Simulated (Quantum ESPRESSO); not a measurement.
# MnS (Browneite): parallel and opposed starts, part 2 of 2

A self-consistent run ends on one state, which hangs on the start. Several orders of MnS (Browneite) are started in Quantum ESPRESSO and their energies compared.

Quantum ESPRESSO 7.5; LDA; plane waves with GBRV 1.5 LDA potentials, no spin-orbit coupling.

So far, largest spin moment in the atom's sphere (μB): step 2 (run 1 (ferro +)) 4.02; step 3 (run 2, typed as antiferro q=(0,1/2,1/2) +−) 3.89.

### Step 4. Run 3, typed as antiferro q=(0,0,1/2) +−

The cell is doubled to 4 atoms to hold this order.

Contents of pw.in:

```
&CONTROL
  calculation = 'scf'
  prefix = 'pwscf'
  outdir = './tmp'
  pseudo_dir = './pseudo'
  disk_io = 'nowf'
/
&SYSTEM
  ibrav = 0
  nat = 4
  ntyp = 3
  ecutwfc = 40
  ecutrho = 280
  nbnd = 30
  occupations = 'smearing'
  smearing = 'fd'
  degauss = 0.00367493
  nspin = 2
  starting_magnetization(1) = 0.3
  starting_magnetization(2) = -0.3
  starting_magnetization(3) = 0
/
&ELECTRONS
  conv_thr = 8d-09
  electron_maxstep = 150
  mixing_beta = 0.3
/
ATOMIC_SPECIES
Mn1    54.9380 mn_lda_v1.5.uspp.F.UPF
Mn2    54.9380 mn_lda_v1.5.uspp.F.UPF
S      32.0600 s_lda_v1.4.uspp.F.UPF
CELL_PARAMETERS angstrom
   0.0000000000    2.8000000000    2.8000000000
   2.8000000000    0.0000000000    2.8000000000
   5.6000000000    5.6000000000    0.0000000000
ATOMIC_POSITIONS crystal
Mn1     0.0000000000    0.0000000000    0.0000000000
Mn2     0.0000000000    0.0000000000    0.5000000000
S       0.2500000000    0.2500000000    0.1250000000
S       0.2500000000    0.2500000000    0.6250000000
K_POINTS automatic
6 6 3 0 0 0
```

Launch:

```bash
$ OMP_NUM_THREADS=1 mpirun -n 4 pw.x -nk 4 -in pw.in > pw.out
```

Output:

```text
     [... lines left out ...]
Program PWSCF v.7.5 starts
     [... lines left out ...]
     number of atoms/cell      =            4
     [... lines left out ...]
     number of electrons       =        42.00
     number of Kohn-Sham states=           30
     kinetic-energy cutoff     =      40.0000  Ry
     charge density cutoff     =     280.0000  Ry
     scf convergence threshold =      8.0E-09
     [... lines left out ...]
      6 Sym. Ops. (no inversion) found
     [... lines left out ...]
     number of k points=    16  Fermi-Dirac smearing, width (Ry)=  0.0037
     [... lines left out ...]
     iteration # 11     ecut=    40.00 Ry     beta= 0.30
     [... lines left out ...]
     Magnetic moment per site  (integrated on atomic sphere of radius R)
     atom   1 (R=0.253)  charge= 12.9667  magn=  3.9332
     atom   2 (R=0.253)  charge= 12.9667  magn= -3.9332
     atom   3 (R=0.253)  charge=  4.1694  magn=  0.0666
     atom   4 (R=0.253)  charge=  4.1694  magn= -0.0666
     [... lines left out ...]
     the Fermi energy is     6.9886 ev
!    total energy              =    -470.63312828 Ry
     estimated scf accuracy    <          3.1E-09 Ry
     smearing contrib. (-TS)   =      -0.00002723 Ry
     [... lines left out ...]
     total magnetization       =    -0.00 Bohr mag/cell
     absolute magnetization    =     8.96 Bohr mag/cell
     convergence has been achieved in  11 iterations
```

Run time: 12 s. Hardware: 4 MPI ranks of Intel Xeon Platinum 8559C (Emerald Rapids), shared host; peak memory 0.52 GiB; 46 s of CPU time.

Spin moment in the atom's sphere by atom:

| atom | spin moment in the atom's sphere (μB) |
| --- | --- |
| Mn1 | 3.93 |
| Mn2 | -3.93 |
| S3 | 0.07 |
| S4 | -0.07 |

Numbers from this step:

- smearing term TS: 3.70e-4 eV
- magnetization: 0 μB
- absolute magnetization: 8.962 μB
- final state: antiferromagnetic

### Step 5. Start 4: no spin polarisation

Contents of pw.in:

```
&CONTROL
  calculation = 'scf'
  prefix = 'pwscf'
  outdir = './tmp'
  pseudo_dir = './pseudo'
  disk_io = 'nowf'
/
&SYSTEM
  ibrav = 0
  nat = 2
  ntyp = 2
  ecutwfc = 40
  ecutrho = 280
  nbnd = 17
  occupations = 'smearing'
  smearing = 'fd'
  degauss = 0.00367493
/
&ELECTRONS
  conv_thr = 4d-09
  electron_maxstep = 150
  mixing_beta = 0.3
/
ATOMIC_SPECIES
Mn     54.9380 mn_lda_v1.5.uspp.F.UPF
S      32.0600 s_lda_v1.4.uspp.F.UPF
CELL_PARAMETERS angstrom
   0.0000000000    2.8000000000    2.8000000000
   2.8000000000    0.0000000000    2.8000000000
   2.8000000000    2.8000000000    0.0000000000
ATOMIC_POSITIONS crystal
Mn      0.0000000000    0.0000000000    0.0000000000
S       0.2500000000    0.2500000000    0.2500000000
K_POINTS automatic
6 6 6 0 0 0
```

Output:

```text
     [... lines left out ...]
Program PWSCF v.7.5 starts
     [... lines left out ...]
     number of atoms/cell      =            2
     [... lines left out ...]
     number of electrons       =        21.00
     number of Kohn-Sham states=           17
     kinetic-energy cutoff     =      40.0000  Ry
     charge density cutoff     =     280.0000  Ry
     scf convergence threshold =      4.0E-09
     [... lines left out ...]
     24 Sym. Ops. (no inversion) found
     [... lines left out ...]
     number of k points=    16  Fermi-Dirac smearing, width (Ry)=  0.0037
     [... lines left out ...]
     iteration # 11     ecut=    40.00 Ry     beta= 0.30
     [... lines left out ...]
     the Fermi energy is     6.3776 ev
!    total energy              =    -235.21045466 Ry
     estimated scf accuracy    <          1.3E-09 Ry
     smearing contrib. (-TS)   =      -0.00254812 Ry
     [... lines left out ...]
     convergence has been achieved in  11 iterations
```

Run time: 3 s. Hardware: 4 MPI ranks; peak memory 0.32 GiB.

Numbers from this step:

* smearing term TS: 0.03467 eV
* final state: non-magnetic (no spin polarisation)

### Step 6. The states side by side

An order is kept where moments of 0.15 μB or more survive with the typed signs; meshes match where a doubled cell samples the same k points as the first cell.

Orders:

| start | final state | typed order kept | energy over the lowest (meV a seeded atom) | largest site moment (μB) | net moment (μB a cell of the first run) | mesh matched | CPU time (s) |
| --- | --- | --- | --- | --- | --- | --- | --- |
| ferro + | ferromagnetic | yes | 309.3 | 4.018 | 4.725 | yes | 17.2 |
| antiferro q=(0,1/2,1/2) +- | antiferromagnetic | yes | 0 | 3.886 | 0 | yes | 71.61 |
| antiferro q=(0,0,1/2) +- | antiferromagnetic | yes | 72.57 | 3.933 | 0 | yes | 46.17 |
| no spin polarisation | non-magnetic | - | 1516 | 0 | 0 | yes | 11.37 |

### Step 7. Energy mapping

E = −Σ J e·e over ordered pairs of unit vectors, so each pair counts twice. As many shells are taken as there are differences of energy, so the couplings are solved for and no residual tests the model; further shells are folded in, and shells whose pairs keep their relative signs in all orders cancel and are not probed. Couplings from the energies:

| pair | distance (Å) | neighbours an atom | J (meV) |
| --- | --- | --- | --- |
| Mn-Mn | 3.96 | 12 | -19.33 |
| Mn-Mn | 5.6 | 6 | -0.3957 |

### Step 8. Results

```
lowest state found                                                     : antiferromagnetic (from antiferro q=(0,1/2,1/2) +-)
largest site moment                                                    : 3.89 μB
next state with moments                                                : antiferromagnetic, 72.6 meV a seeded atom higher
state without moments                                                  : 1516 meV a seeded atom higher
J of the weightiest shell (Mn-Mn, 3.96 Å; E = −Σ J e·e, ordered pairs) : -19.3 meV
```

Forming the moments gains more than four times the spread of the orders, as local moments do. The largest moment changes by 3.3 % between the kept orders, as for well localised moments. Only these 4 starts were compared; other wavevectors, canted and longer-period orders were not. No Hubbard term acts here. In such compounds local and semilocal functionals without one often delocalise the d electrons, and can shrink or lose moments and miss the size, sign and order of the couplings.

[Logs and program files are shortened in this print: banners, set-up blocks, solver, clock and traceback lines can be left out without a mark of their own.]

[Logs are printed without paths, hosts, clocks, repeated set-up lines and the standing remarks that a program may print on its own settings, such as how far it seeks lower states.]

[Hosts, paths, dates, database ids (printed as entryN), source tags and the programs' standing remarks are cut or masked in the printed files.]

[Where a cell is said to come from a database of computed structures, the database is the Materials Project.]
